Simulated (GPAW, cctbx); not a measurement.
# Li2TeBr6: deformation density and structure factors from DFT

Aim: compute the bonding part of the density of Li2TeBr6, find which reflections carry it, and see how it biases an ordinary refinement.

The cell comes from substitution in a known structure type and wasn't matched to any measured phase. All numbers below are calculated.

### 1. Find the equilibrium geometry

The density hangs on the geometry, so cell and atoms are relaxed first, with the symmetry held. The cutoff is set higher than for the density because stress converges slowly with plane waves.

Settings: GPAW 26.7.0, PBE, 670 eV, 3×3×3 k-points, Fermi–Dirac width 0.05 eV, BFGS to 0.03 eV/Å.

```text
cell
1.0
     0.000000000    5.103500000    5.103500000
     5.103500000    0.000000000    5.103500000
     5.103500000    5.103500000    0.000000000
Te Br Li
1 6 2
Direct
0.000000000 0.000000000 0.000000000
0.759100000 0.759100000 0.240900000
0.240900000 0.240900000 0.759100000
0.759100000 0.240900000 0.759100000
0.240900000 0.759100000 0.759100000
0.240900000 0.759100000 0.240900000
0.759100000 0.240900000 0.240900000
0.750000000 0.750000000 0.750000000
0.250000000 0.250000000 0.250000000
```

```console
$ OMP_NUM_THREADS=1 mpirun -n 4 gpaw python run.py > gpaw.log
```

```text
BFGS:    0      -20.440482        3.432090
BFGS:    1      -21.410154        2.318413
BFGS:    2      -22.417050        0.544439
BFGS:    3      -22.490106        0.361736
...
BFGS:    8      -22.611693        0.280366
BFGS:    9      -22.635904        0.128611
BFGS:   10      -22.640593        0.017815
cell  7.5651 7.5651 7.5651  60.00 60.00 60.00
volume 306.147 A^3, largest force 0.017 eV/A, largest stress 0.06 GPa
```

The cell moved far, while the k-mesh and basis were chosen for the start, so the final shape may be somewhat biased.

After 10 steps the volume has changed by +15.2 % and the energy by -2.200 eV; the largest stress left is 0.06 GPa. It took 2 min on 4 cores of Intel(R) Xeon(R) Platinum 8488C (Sapphire Rapids) (shared host), peak memory 1.7 GiB.

Relaxed structure: Fm-3m (no. 225), a = 10.6987 Å, b = 10.6987 Å, c = 10.6987 Å, α = 90.00°, β = 90.00°, γ = 90.00°.

```
atom  mult.    x    y       z
 Te1      4    0    0       0
 Br1     24    0    0  0.7465
 Li1      8  1/4  1/4     3/4
```

### 2. Density and charge transfer

X-rays see the whole electron density, so the PAW density is rebuilt with its core regions. Subtracting spherical free atoms from the same code cancels the cores and leaves the deformation density Δρ, the part due to bonding.

Settings: PBE, 550 eV, 3×3×3 k-points, Fermi–Dirac width 0.05 eV; primitive cell of 9 atoms.

```console
$ OMP_NUM_THREADS=1 mpirun -n 4 gpaw python run.py > gpaw.log
```

```text
|iter:   1|       0s |  -24.234268 | -0.78 |       |
|iter:   2|       1s |  -23.790550 | -2.58 | -1.03 |
|iter:   3|       2s |  -22.631732 | -1.93 | -1.08 |
...
|iter:   7|       5s |  -22.636101c| -5.85 | -3.07 |
|iter:   8|       5s |  -22.636107c| -7.29 | -3.78 |
|iter:   9|       6s |  -22.636108c| -8.22c| -4.33c|
```

```text
grid (84, 84, 84)  electrons 268.000  moved by bonding 1.719 e
deformation density beyond 0.5 A of the nuclei: max 0.067, min -0.082 e/A^3
atom        x       y       z   Voronoi charge  moment
Te1    0.0000  0.0000  0.0000      0.503       0.00
Br2    0.7465  0.7465  0.2535     -0.217       0.00
Br3    0.2535  0.2535  0.7465     -0.217       0.00
Br4    0.7465  0.2535  0.7465     -0.217       0.00
Br5    0.2535  0.7465  0.7465     -0.217       0.00
Br6    0.2535  0.7465  0.2535     -0.217       0.00
Br7    0.7465  0.2535  0.2535     -0.217       0.00
Li8    0.7500  0.7500  0.7500      0.399       0.00
Li9    0.2500  0.2500  0.2500      0.399       0.00
mean inner potential of superposed free atoms 9.420 V
total magnetic moment 0.000 muB
```

Deformation density in a plane through the shortest contact of the Te atom at the origin, in 0.01 e/Å³ (clipped at ±99); x from -1.6 to 4.3 Å, y from 2.4 down to -2.4 Å:

```text
  1   2   3  -3   .  -3   2   2   1   0   0   0   0   0   1   3
  0   1   2  -1  -5  -1   2   1   0   0   0   0   0   0   1   1
  0   0   2   4   6   5   2   0   0   0   1   1   1   0   0   0
  0  -1  -2   1   3   1  -2  -1   0   1   2   2   2   0   0   0
  2  -2  -6  -4  -1  -4  -6  -2   1   2   2   5   3   0   0   0
  5   1  -4  -1   .  -1  -4   0   5   0  -4   .   1  -3  -2  -1
  6   3  -1   .   .   .  -1   2   7  -3   .   .   .  -5  -2  -1
  5   1  -4  -1   .  -1  -4   0   5   0  -4   .   1  -3  -2  -1
  2  -2  -6  -4  -1  -4  -6  -2   1   2   2   5   3   0   0   0
  0  -1  -2   1   3   1  -2  -1   0   1   2   2   2   0   0   0
  0   0   2   4   6   5   2   0   0   0   1   1   1   0   0   0
  0   1   2  -1  -5  -1   2   1   0   0   0   0   0   0   1   1
  1   2   3  -3   .  -3   2   2   1   0   0   0   0   0   1   3
```

Atoms in or within 0.15 Å of the plane: Te (0.0, 0.0), Br (2.7, 0.0) Å. Dots mark points within about 0.45 Å of a nucleus; large values next to them are atomic features.

Br gains most (-0.22 e) and Te loses most (+0.50 e); Br is the most electronegative element, but the order of the others doesn't follow electronegativity. Such charges fall far short of formal ones, since overlapping free atoms already put density on their neighbours. Along the shortest contact from the Te atom at the map's origin, Te–Br at 2.71 Å, Δρ is +0.05 e/Å³ at the midpoint and highest, +0.07, 1.50 Å from Te (points within 0.5 Å of a nucleus left out): a modest build-up. Point values carry grid noise of about 0.01 e/Å³. The run needed 9 iterations, 17 s.

### 3. Structure factors

The Fourier components of Δρ, added to those of the free atoms, give the static X-ray structure factors; the Mott–Bethe relation turns them into the Fourier components V of the potential that fast electrons feel.

```text
static structure factors of the conventional cell: F in electrons, V (Mott-Bethe) in volts
   h  k  l      d  |F| table  |F| free   |F| DFT   change   |V| free  |V| DFT  change %
   1  1  1  6.1769   179.657   179.712   179.024   -0.688     1.379    1.478      7.1
   0  2  0  5.3493   438.338   438.388   439.485    1.097     2.773    2.655     -4.2
   0  2  2  3.7826    47.049    47.000    50.358    3.358     0.024    0.156    547.4
   1  3  1  3.2258   183.350   183.470   182.995   -0.476     1.197    1.215      1.5
   2  2  2  3.0884   546.353   546.568   548.432    1.864     3.877    3.811     -1.7
   0  4  0  2.6747   863.136   863.702   864.294    0.592     5.548    5.532     -0.3
   1  3  3  2.4545   190.026   190.156   189.548   -0.609     1.102    1.116      1.2
   0  4  2  2.3923   368.649   368.957   369.322    0.365     2.018    2.010     -0.4
   2  4  2  2.1839    39.439    39.511    38.554   -0.957     0.161    0.178     10.6
   1  5  1  2.0590   124.245   124.316   124.813    0.497     0.639    0.631     -1.2
   3  3  3  2.0590   197.806   197.904   197.200   -0.704     1.046    1.058      1.1
   0  4  4  1.8913   765.650   765.654   765.044   -0.610     4.072    4.080      0.2
   1  5  3  1.8084   136.028   136.073   136.026   -0.047     0.653    0.654      0.1
   2  4  4  1.7831   330.795   330.842   330.661   -0.181     1.562    1.564      0.1
```

The largest X-ray change is +3.36 e on 022, 7.1 % of |F|. For electrons V goes as (Z − F)/g², so a change of F counts against Z − F, which is small at low angle and wherever the atoms' terms cancel: |V| of 242 moves by +10.6 % (0.16 to 0.18 V) against -2.4 % in |F|. The tabulated Hartree–Fock atoms differ from the free DFT atoms by up to 0.57 e, so the choice of reference atom matters too.

### 4. The functional ladder

The same geometry is run with other functionals, to see whether the bonding signal is larger than the spread between approximations. Free atoms are LDA for LDA and PBE otherwise. Any other changed setting is in the row's label.

```csv
run,ΔF 022 (e),ΔF 222 (e),ΔF 020 (e),q(Br) (e),moved (e),time
PBE,+3.358,+1.864,+1.097,-0.217,1.719,17 s
LDA,+3.180,+1.511,+0.928,-0.204,1.608,15 s
RPBE,+3.466,+2.126,+1.200,-0.225,1.839,17 s
```

At the base's settings ΔF(022) spans +3.180 to +3.466 e, a spread of 9 % of the PBE value; over the three listed reflections the spread is at most 33 %, so the sign holds and the size hangs on the functional. Times are from shared hosts.

### 5. Refining ordinary atoms against data with bonding

Routine crystallography fits spherical atoms. To see the bias, intensities are simulated from tabulated atoms plus the DFT change ΔF, so that bonding alone can misfit (19986 reflections of the full sphere, merged to the counts below, to 0.4 Å, 1 % proportional noise plus counting noise, assumed isotropic U as listed, Δρ smeared by the mean U) and refined with cctbx over different ranges.

| range | data | R1 | GooF | U Te1 (true 0.0063) | U Br1 (true 0.0074) | U Li1 (true 0.0136) | largest shift (Å) | Δρ max, min (e/Å³) |
| --- | --- | --- | --- | --- | --- | --- | --- | --- |
| all data | 563 | 0.0037 | 1.06 | 0.0063 | 0.0074 | 0.0139 | 0.0000 | 0.19, -0.23 |
| low resolution, d > 0.84 | 79 | 0.0028 | 1.56 | 0.0063 | 0.0074 | 0.0147 | 0.0001 | 0.09, -0.08 |
| high order, d < 0.75 | 455 | 0.0043 | 0.96 | 0.0063 | 0.0074 | 0.0137 | 0.0000 | 0.16, -0.19 |
| occupancies free, d > 0.7 | 128 | 0.0028 | 1.37 | 0.0062 | 0.0075 | 0.0141 | 0.0000 | 0.11, -0.13 |

With all data GooF is 1.06, diluted by the many high-angle data; the misfit shows at low resolution; the top residual peak lies 1.71 Å from Li and 2.60 Å from Br. No U is off by more than 3 s.u. at low resolution. With Te1 held at 1 and the scale free, the other occupancies refine to Br1 1.002(0.001) and Li1 0.994(0.021), within three s.u. of full.

### 6. Answer

Bonding moves 1.72 e in the primitive cell of Li2TeBr6 and changes the structure factors of the conventional cell in the table above by at most 3.36 e (022, 7.1 %). The shortest bond, Te–Br, has Δρ = +0.05 e/Å³ at its midpoint. At the base's settings ΔF(022) spans +3.180 to +3.466 e, a spread of 9 % of the PBE value; over the three listed reflections the spread is at most 33 %, so the sign holds and the size hangs on the functional. With all data GooF is 1.06, diluted by the many high-angle data. Limits: static density, frozen cores, no spin–orbit coupling.

[Outputs are excerpts: Python notices, other lines and further rows are left out; steps that failed or that the build refused (PBEsol, TPSS) are not shown.]

[Logs are printed without paths, hosts, clocks, repeated set-up lines and the standing remarks that a program may print on its own settings, such as how far it seeks lower states.]
